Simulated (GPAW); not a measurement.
## InF3 (R-3c): G0W0 with GPAW, start to end

Wanted: ground state, empty states, screening and self-energy for InF3 (R-3c).

Method: LDA and many-body steps on it, plane waves, in GPAW 26.7.0.

This is a report of a sequence of runs, with most program output left out.

## Step 1: The starting structure

Symmetry: R-3c, No. 167, trigonal system. Conventional cell: a = 5.204 Å, b = 5.204 Å, c = 14.723 Å, α = 90.00°, β = 90.00°, γ = 120.00°. In has 6 F at 2.08 Å nearest. Nearest to F lie 2 In at 2.08 Å. Farther neighbours and most contacts between anions are not listed.

The cell and positions are those that the Materials Project relaxed with its own functionals (PBE, PBE+U or r2SCAN), kept fixed.

## Step 2: Ground state

This step: GPAW 26.7.0; DFT, LDA, plane waves, PAW.

The ground-state density comes first.

Input file run.py:

```python
import json
import numpy as np
from gpaw.mpi import world
from ase import Atoms
from gpaw import GPAW, PW, FermiDirac

atoms = Atoms(['In', 'In', 'F', 'F', 'F', 'F', 'F', 'F'],
    cell=[[2.6021411829, 1.5023469124, 4.9075061345],
      [-2.6021411829, 1.5023469124, 4.9075061345],
      [0.0000000000, -3.0046938249, 4.9075061345]],
    scaled_positions=[[0.5000000000, 0.5000000000, 0.5000000000],
      [0.0000000000, 0.0000000000, 0.0000000000],
      [0.3957092200, 0.7500000000, 0.1042907800],
      [0.7500000000, 0.1042907800, 0.3957092200],
      [0.8957092200, 0.6042907800, 0.2500000000],
      [0.2500000000, 0.8957092200, 0.6042907800],
      [0.6042907800, 0.2500000000, 0.8957092200],
      [0.1042907800, 0.3957092200, 0.7500000000]],
    pbc=(True, True, True))
calc = GPAW(mode=PW(600),
    xc='LDA',
    kpts={'size': (6, 6, 6), 'gamma': True},
    occupations=FermiDirac(0.001),
    nbands=-10,
    convergence={'density': 1e-6, 'bands': -3},
    maxiter=100,
    txt='gs.txt')
atoms.calc = calc
res = {'energy': atoms.get_potential_energy()}
kpts = calc.get_ibz_k_points()
res['kpts'] = kpts
res['eigenvalues'] = [calc.get_eigenvalues(kpt=k) for k in range(len(kpts))]
res['n_electrons'] = calc.get_number_of_electrons()
calc.write('gs.gpw')

if world.rank == 0:
    with open('result.json', 'w') as f:
        json.dump(res, f, default=lambda x: x.tolist())
```

Run with:

```console
$ mpirun -n 8 gpaw python run.py
```

The job ended after 44 s (8 MPI ranks of Intel Xeon Platinum 8259CL at 2.50GHz (Skylake/Cascade Lake), shared host; peak memory 1.9 GiB; 5.8 min of CPU time).

This step gave:

* total energy: -40.49 eV
* gap: 4.001 eV
* k of the valence top: 0.5, 0.5, 0
* k of the conduction bottom: 0, 0, 0
* least direct gap: 4.036 eV

The gap is indirect, with the least direct gap 0.03 eV higher.

## Step 3: Empty states on the mesh, 4×4×4 mesh, 397 bands

The sums over transitions need many empty states on a uniform mesh; this step solves for them.

Input file run.py:

```python
import json
import numpy as np
from gpaw.mpi import world
from gpaw import GPAW

calc = GPAW('gs.gpw').fixed_density(kpts={'size': (4, 4, 4), 'gamma': True},
    parallel={'domain': 1, 'band': 1},
    txt='nscf.txt')
calc.diagonalize_full_hamiltonian(nbands=397)
calc.write('full.gpw', mode='all')
res = {}
kpts = calc.get_ibz_k_points()
res['kpts'] = kpts
res['eigenvalues'] = [calc.get_eigenvalues(kpt=k) for k in range(len(kpts))]
res['n_electrons'] = calc.get_number_of_electrons()

if world.rank == 0:
    with open('result.json', 'w') as f:
        json.dump(res, f, default=lambda x: x.tolist())
```

Run with:

```console
$ mpirun -n 8 gpaw python run.py
```

Run time: 1.9 min. Hardware: 8 MPI ranks; peak memory 10 GiB; 15 min of CPU time.

This step gave:

* gap: 4.001 eV
* k of the valence top: 0.5, 0.5, 0
* k of the conduction bottom: 0, 0, 0
* least direct gap: 4.036 eV
* k points computed: 14
* lowest point of the top converged band, above the valence top: 120.5849 eV

On this mesh the gap is 4.001 eV.

## Step 4: Screening and self-energy, 4×4×4 mesh, 180 bands, screening to 78 eV

G0W0 replaces the xc potential by the self-energy, built once from these orbitals. Only a window of levels is corrected, while the sums run over the empty bands that the input names.

This step: G0W0 on LDA, plane waves, PAW.

Input file run.py:

```python
import json
import numpy as np
from gpaw.mpi import world
from gpaw.response.g0w0 import G0W0

gw = G0W0('full.gpw',
    filename='gw',
    kpts=[0, 11],
    bands=(32, 36),
    ecut=78,
    nbands=180,
    integrate_gamma='WS',
    ppa=True)
gw.calculate()
res = {mode: {k: v for k, v in r.items() if k != 'sigma_eskwn'}
       for mode, r in gw.all_results.items()}

if world.rank == 0:
    with open('result.json', 'w') as f:
        json.dump(res, f, default=lambda x: x.tolist())
```

Run with:

```console
$ mpirun -n 8 gpaw python run.py
```

Wall time 8 min (8 MPI ranks); peak memory 4.4 GiB; 64 min of CPU time.

This step gave:

- G0W0 gap on the points computed: 7.518 eV
- least direct G0W0 gap on the computed points: 7.645 eV
- Z at the valence top: 0.8061
- Z at the conduction bottom: 0.8686
- starting gap on the mesh: 4.001 eV
- k of the valence top: 0.5, 0.5, 0
- k of the conduction bottom: 0, 0, 0

The gap on the mesh goes from 4.00 eV to 7.52 eV, a correction of +3.52 eV.

Limits: finite bands, cutoff and mesh; no spin-orbit coupling. v1 is the top filled band, c1 the lowest empty one. Levels before and after the correction, in eV, zero at the valence-band top of each column:

```
           conduction bottom  valence top
Kohn-Sham               4.00         0.00
     G0W0               7.52         0.00
```

```csv
,level,energy (eV)
Kohn-Sham,Γ v2-v1,-0.035
Kohn-Sham,Γ c1,4.001
Kohn-Sham,Γ c2,9.467
Kohn-Sham,(0.5 0.5 0) v2,-0.112
Kohn-Sham,(0.5 0.5 0) v1,0.000
Kohn-Sham,(0.5 0.5 0) c1,6.560
Kohn-Sham,(0.5 0.5 0) c2,8.122
G0W0,Γ v2-v1,-0.127
G0W0,Γ c1,7.518
G0W0,Γ c2,14.338
G0W0,(0.5 0.5 0) v2,0.000
G0W0,(0.5 0.5 0) v1,-0.096
G0W0,(0.5 0.5 0) c1,10.702
G0W0,(0.5 0.5 0) c2,12.639
```

## Step 5: Where the time went

Times are wall times on 8 MPI ranks of Intel Xeon Platinum 8259CL at 2.50GHz (Skylake/Cascade Lake), shared host, good to a factor of about two.

```
                     step     time  share  memory (GiB)
             ground state     44 s    7 %           1.9
 empty states on the mesh  1.9 min   18 %            10
screening and self-energy    8 min   75 %           4.4
```

## Step 6: Outcome

| Item | Value |
| --- | --- |
| LDA gap | 4.00 eV, indirect (only 35 meV under the direct gap) |
| G0W0 gap on the mesh | 7.52 eV |
| GW settings | 4×4×4 mesh, 180 bands, screening to 78 eV, Godby-Needs plasmon pole |
| known limits | not at the basis limit; no spin-orbit coupling |

In words: G0W0 moves the gap on the mesh from 4.00 eV to 7.52 eV (+3.52 eV), with Z of 0.81 and 0.87 at the edges. Only 2 of the mesh's irreducible points were corrected, so a valley elsewhere could overtake. The dearest step here is «screening and self-energy». Bands and cutoff are finite, so the gap is not at the basis limit. The miss can reach some tenths of an eV and take either sign; the mesh is an error of its own. These stock PAW sets were not made for GW. In the G0W0 run levels were corrected at 2 k points alone, so a gap called «on the mesh» is the least over those, and an edge elsewhere would be missed. The many-body steps are scalar-relativistic: spin-orbit coupling is not in them.

[Paths, hosts, dates, memory and timing lines, banners, echoed tables and standing remarks are left out of the program output.]

[Logs are printed without paths, hosts, clocks, repeated set-up lines and the standing remarks that a program may print on its own settings, such as how far it seeks lower states.]

[Runs of the session that timed out or met a known fault of the program may be left out.]

[Hosts, paths, dates, database ids (printed as entryN), source tags and the programs' standing remarks are cut or masked in the printed files.]
